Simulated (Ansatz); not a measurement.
**Tc of Ag-Zn-Zn-Ag stack of (100) layers from its phonons**

Aim: the phonon-mediated transition temperature of Ag-Zn-Zn-Ag stack of (100) layers at ambient pressure, over a range of μ*. The cell shown first is a relaxed one, from steps not shown here.

Main program and level: Ansatz 0.2.0; DFT PBEsol, scalar-relativistic, plane waves, PAW; PAW set soft_1.

Most raw output is cut from this account.

### 1. The cell after earlier relaxation steps

The cell holds 4 atoms: 2 Ag and 2 Zn. Its edges and angles: a = 2.766 Å, b = 2.766 Å, c = 35.577 Å, α = 90.0°, β = 90.0°, γ = 90.0°. Vacuum lies along c.

### 2. Resistivity: q 3×3×1, k 9×9×1, scattering 12×12×1

The run that gives the couplings also evaluates McMillan's and Allen and Dynes's formulas and, where asked, the Eliashberg equations, over a range of μ*.

input.yaml

```yaml
crystal:
  lattice:
    - [2.7662764227, 0.0, 0.0]
    - [0.0, 2.7662764227, 0.0]
    - [0.0, 0.0, 35.5773943932]
  atoms:
    - { symbol: Ag, position: [0.0, 0.0, 0.1585802829] }
    - { symbol: Zn, position: [0.5, 0.5, 0.2117228436] }
    - { symbol: Zn, position: [0.0, 0.0, 0.2629802731] }
    - { symbol: Ag, position: [0.5, 0.5, 0.3161228338] }
  periodic: [true, true, false]
kpoints:
  mp_grid: { grid: [9, 9, 1] }
hamiltonian:
  xc: pbesol
  pseudopotentials: { kind: paw, azcp: { folder: soft_1 }, xc_functional: pbe }
scf:
  occupations: { method: methfessel_paxton, width: 0.2 }
output:
  eigenvalues: true
phonons:
  method: dfpt
  qmesh: [3, 3, 1]
  temperatures: { t_max: 1000, t_step: 50 }
  qpath:
    path: [[0.0, 0.0, 0.0], [0.0, 0.5, 0.0], [0.5, 0.5, 0.0], [0.0, 0.0, 0.0]]
    npoints: 10
  electrical_resistivity:
    mesh: [12, 12, 1]
    temperatures: [20.0, 50.0, 77.0, 100.0, 150.0, 200.0, 300.0, 400.0, 600.0, 800.0]
  superconductivity: { mesh: [12, 12, 1] }
```

Launch:

```sh
ansatz run input.yaml --threads 4 --pin off --max-ram 12288MiB --backend cpu --events-out ev --progress --plain --runs-dir out
```

It took 9.3 min on 4 threads of Arm Neoverse V2, shared host; peak memory 4 GiB.

Numbers from this step:

| Item | Value |
| --- | --- |
| metallic on mesh | yes |
| gap on the k-mesh | 0 eV |
| zero-point energy | 0.08701 eV/cell |
| share of imaginary modes in the plain interpolation between solved wavevectors | 0 |
| highest frequency, solved or plainly interpolated | 198.6 cm⁻¹ |
| cell height | 35.58 Å |
| sheet resistance 300K | 33.3 Ω/square, mean in the plane |
| resistivity at 300 K | 11.85 μΩ cm, mean of the axes, of the whole cell with its vacuum |
| coupling constant λ | 0.2782 |
| density of states at the Fermi level | 0.5733 states/eV a spin and cell |
| log mean phonon energy ħω_log | 10.59 meV |
| transport coupling constant λ_tr | 0.2353, 0.2353, 0 (xx, yy, zz) |
| Drude plasma energy | 4.701, 4.701, 0 eV (xx, yy, zz), of the whole cell with its vacuum |
| second-moment phonon energy ħω₂ | 14.07 meV |

An empty cell: under 1 mK by a formula, or no transition down to the floor of the Eliashberg search. Transition temperatures:

```csv
μ*,McMillan Tc (K),Allen–Dynes Tc (K),anisotropic Fermi-surface Tc (K),anisotropic full bandwidth Tc (K),anisotropic narrow window Tc (K)
0.08,0.0757,0.0765,0.118,0.118,0.118
0.1,0.0265,0.0267,-,-,-
0.12,0.00647,0.00652,-,-,-
0.13,0.00262,0.00265,-,-,-
0.14,-,-,-,-,-
0.16,-,-,-,-,-
0.2,-,-,-,-,-
```

### 3. Electron–phonon run: scattering mesh 20×20×1

The next rung changes the scattering mesh, which samples the Fermi surface.

Changes to input.yaml since step 2:

```diff
@@ -28,4 +28,4 @@
   electrical_resistivity:
-    mesh: [12, 12, 1]
+    mesh: [20, 20, 1]
     temperatures: [20.0, 50.0, 77.0, 100.0, 150.0, 200.0, 300.0, 400.0, 600.0, 800.0]
-  superconductivity: { mesh: [12, 12, 1] }
+  superconductivity: { mesh: [20, 20, 1] }
```

Elapsed: 9.2 min, on 4 threads; peak memory 4 GiB; 36 min of CPU time.

Numbers from this step:

```yaml
sheet_resistance_300k: 33.93 Ω/square, mean in the plane
resistivity_at_300_k: 12.07 μΩ cm, mean of the axes, of the whole cell with its vacuum
coupling_constant_lambda: 0.3013
density_of_states_at_the_fermi_level: 0.5986 states/eV a spin and cell
log_mean_phonon_energy_omega_log: 10.38 meV
transport_coupling_constant_lambda_tr: 0.26, 0.26, 0 (xx, yy, zz)
drude_plasma_energy: 4.84, 4.84, 0 eV (xx, yy, zz), of the whole cell with its vacuum
second_moment_phonon_energy_omega: 14.09 meV
```

An empty cell: under 1 mK by a formula, or no transition down to the floor of the Eliashberg search. Transition temperatures:

```csv
μ*,McMillan Tc (K),Allen–Dynes Tc (K),isotropic Fermi-surface Tc (K),isotropic full bandwidth Tc (K),anisotropic Fermi-surface Tc (K),anisotropic full bandwidth Tc (K),anisotropic narrow window Tc (K)
0.08,0.142,0.144,0.119,0.119,0.228,0.228,0.228
0.1,0.0606,0.0613,-,-,0.129,0.129,0.129
0.12,0.02,0.0202,-,-,-,-,-
0.13,0.0101,0.0102,-,-,-,-,-
0.14,0.00448,0.00452,-,-,-,-,-
0.16,-,-,-,-,-,-,-
0.2,-,-,-,-,-,-,-
```

Between step 2 and this run (scattering mesh 20×20×1) the value for the log mean phonon energy ħω_log moves from 10.6 meV to 10.4 meV.

### 4. Coupling and resistivity: q 3×3×1, k 9×9×1, scattering 16×16×1

Changes to input.yaml since step 3:

```diff
@@ -28,4 +28,4 @@
   electrical_resistivity:
-    mesh: [20, 20, 1]
+    mesh: [16, 16, 1]
     temperatures: [20.0, 50.0, 77.0, 100.0, 150.0, 200.0, 300.0, 400.0, 600.0, 800.0]
-  superconductivity: { mesh: [20, 20, 1] }
+  superconductivity: { mesh: [16, 16, 1] }
```

Elapsed: 9.1 min, on 4 threads; peak memory 4 GiB.

Numbers from this step:

- sheet resistance 300K: 33.8 Ω/square, mean in the plane
- resistivity at 300 K: 12.02 μΩ cm, mean of the axes, of the whole cell with its vacuum
- coupling constant λ: 0.2939
- density of states at the Fermi level: 0.5944 states/eV a spin and cell
- log mean phonon energy ħω_log: 10.45 meV
- transport coupling constant λ_tr: 0.2513, 0.2513, 0 (xx, yy, zz)
- Drude plasma energy: 4.803, 4.803, 0 eV (xx, yy, zz), of the whole cell with its vacuum
- second-moment phonon energy ħω₂: 14.14 meV

An empty cell: under 1 mK by a formula, or no transition down to the floor of the Eliashberg search. Transition temperatures:

```csv
μ*,McMillan Tc (K),Allen–Dynes Tc (K),anisotropic Fermi-surface Tc (K),anisotropic full bandwidth Tc (K),anisotropic narrow window Tc (K)
0.08,0.118,0.12,0.187,0.187,0.187
0.1,0.0476,0.0481,0.101,0.101,0.101
0.12,0.0145,0.0146,-,-,-
0.13,0.00686,0.00692,-,-,-
0.14,0.00283,0.00286,-,-,-
0.16,-,-,-,-,-
0.2,-,-,-,-,-
```

Table of Eliashberg function α²F by phonon energy; read off at these points:

```csv
phonon energy (meV),α²F,α²F tr
0.10,0,0
0.67,3.0e-4,2.0e-4
1.44,0.0032,0.0012
2.02,0.0066,0.0036
2.79,0.0117,0.0083
3.37,0.0222,0.0092
4.13,0.0229,0.0106
4.71,0.0251,0.013
5.29,0.0485,0.0447
6.06,0.0636,0.0435
6.63,0.0628,0.0345
7.41,0.0862,0.0514
7.98,0.0882,0.0784
8.75,0.0614,0.0645
9.33,0.0383,0.0406
9.90,0.0982,0.0483
10.67,0.0299,0.0405
11.25,0.0314,0.0451
12.02,0.0384,0.0543
12.60,0.0941,0.152
13.37,0.126,0.169
13.94,0.177,0.178
14.14,0.202,0.191
14.52,0.128,0.141
14.71,0.104,0.115
15.29,0.123,0.132
15.48,0.170,0.155
15.87,0.119,0.113
16.64,0.0507,0.047
17.21,0.046,0.044
17.98,0.0611,0.0615
18.56,0.0579,0.0555
19.33,0.0632,0.0445
19.91,0.0659,0.0478
20.48,0.0843,0.0636
21.25,0.143,0.113
21.44,0.263,0.214
21.83,0.168,0.146
22.60,0.144,0.111
23.18,0.184,0.104
23.37,0.236,0.127
23.95,0.132,0.0828
24.52,0.0743,0.0105
```

The Eliashberg function α²F by phonon energy; read off at these points:

```csv
phonon energy (meV),α²F,Ag,Zn
0.10,0,0,0
0.67,3.0e-4,2.0e-4,1.0e-4
1.44,0.0032,0.002,0.0012
2.02,0.0066,0.0042,0.0024
2.79,0.0117,0.0075,0.0041
3.37,0.0222,0.0142,0.008
4.13,0.0229,0.015,0.0079
4.71,0.0251,0.0171,0.0079
5.29,0.0485,0.0385,0.0101
6.06,0.0636,0.048,0.0156
6.63,0.0628,0.0471,0.0157
7.41,0.0862,0.0658,0.0204
7.98,0.0882,0.071,0.0172
8.75,0.0614,0.0518,0.0096
9.33,0.0383,0.032,0.0063
9.90,0.0982,0.0861,0.0122
10.67,0.0299,0.0177,0.0123
11.25,0.0314,0.0154,0.0161
12.02,0.0384,0.0176,0.0207
12.60,0.0941,0.0249,0.0691
13.37,0.126,0.0329,0.0935
13.94,0.177,0.0434,0.133
14.14,0.202,0.0497,0.152
14.52,0.128,0.0498,0.0779
14.71,0.104,0.042,0.0619
15.29,0.123,0.0519,0.0714
15.48,0.170,0.0787,0.0909
15.87,0.119,0.0448,0.0748
16.64,0.0507,0.0214,0.0292
17.21,0.046,0.02,0.026
17.98,0.0611,0.0284,0.0327
18.56,0.0579,0.0249,0.0331
19.33,0.0632,0.0245,0.0387
19.91,0.0659,0.0275,0.0384
20.48,0.0843,0.0381,0.0462
21.25,0.143,0.0621,0.0814
21.44,0.263,0.129,0.134
21.83,0.168,0.0564,0.112
22.60,0.144,0.0343,0.110
23.18,0.184,0.0314,0.153
23.37,0.236,0.0387,0.197
23.95,0.132,0.0236,0.108
24.52,0.0743,0.0058,0.0685
```

Anisotropic full-bandwidth solution, weighted at the Fermi level. Gaps:

```csv
mu*,T (K),mean gap (meV),5 % (meV),95 % (meV),mean Z
0.1,0.0252,0.0112,0.00529,0.0208,1.29
0.1,0.0504,0.0102,0.00458,0.0192,1.29
0.1,0.0756,0.00792,0.00335,0.0151,1.29
0.1,0.0908,0.00524,0.00215,0.0101,1.29
```

Table of share of the Fermi-level states by lambda of a state:

```csv
lambda of a state,share of the Fermi-level states
0.221,0.021
0.232,0.0962
0.243,0.252
0.254,0.05
0.265,0.0743
0.275,0.0388
0.286,0.0806
0.297,0.0037
0.308,0.0869
0.319,0.0511
0.330,0.0434
0.341,0.0013
0.352,0.0037
0.363,0.0347
0.373,0.0261
0.384,0
0.395,0.0532
0.406,0
0.417,0.002
0.428,0.0659
0.439,0
0.450,0
0.461,0.0063
0.471,0.009
```

Between step 2 and this run (scattering mesh 16×16×1) the value for the log mean phonon energy ħω_log moves from 10.6 meV to 10.4 meV.

### 5. Outcome

```yaml
meshes: q 3×3×1, k 9×9×1, scattering 16×16×1
coupling_constant_lambda: 0.294
log_mean_phonon_energy_omega_log: 10.4 meV
allen_dynes_tc_at_mu_star_0p1: 0.0481 K
allen_dynes_tc_at_mu_star_0p13: 0.00692 K
anisotropic_eliashberg_tc_at_mu_star_0p1: 0.101 K
```

In the last run (PBEsol, q 3×3×1, k 9×9×1, scattering 16×16×1), with λ = 0.29 and ħω_log = 10.4 meV, Tc at μ* = 0.13 is 0.0069 K by McMillan's formula and 0.0069 K by Allen and Dynes's. In that run Allen and Dynes's formula gives no transition above 0.05 K at μ* = 0.10 or more. By the run's own test λ is not converged in the fine mesh: it moves by 7 % between the two finest, and by up to 12 % in the other runs. The run's transport test calls it not converged in the mesh; ρ(300 K) moves by 12 % in the component that moves most. In 3 of the runs shown, the last among them, the self-energy step met imaginary modes and the program fell back to plain Fourier phonons, a sign of a lattice near an instability that the q mesh may not hold. Over the runs, λ takes the values 0.278, 0.301 and 0.294, in the order shown. The structure is a hand-built model. μ* is a typed number, phonons are harmonic, and spin fluctuations are left out; at μ* = 0.13 McMillan's formula turns 1 % in λ into about 16 % in Tc.

[Logs are printed without paths, hosts, clocks, repeated set-up lines and the standing remarks that a program may print on its own settings, such as how far it seeks lower states.]

[Hosts, paths, dates, database ids (printed as entryN), source tags and the programs' standing remarks are cut or masked in the printed files.]
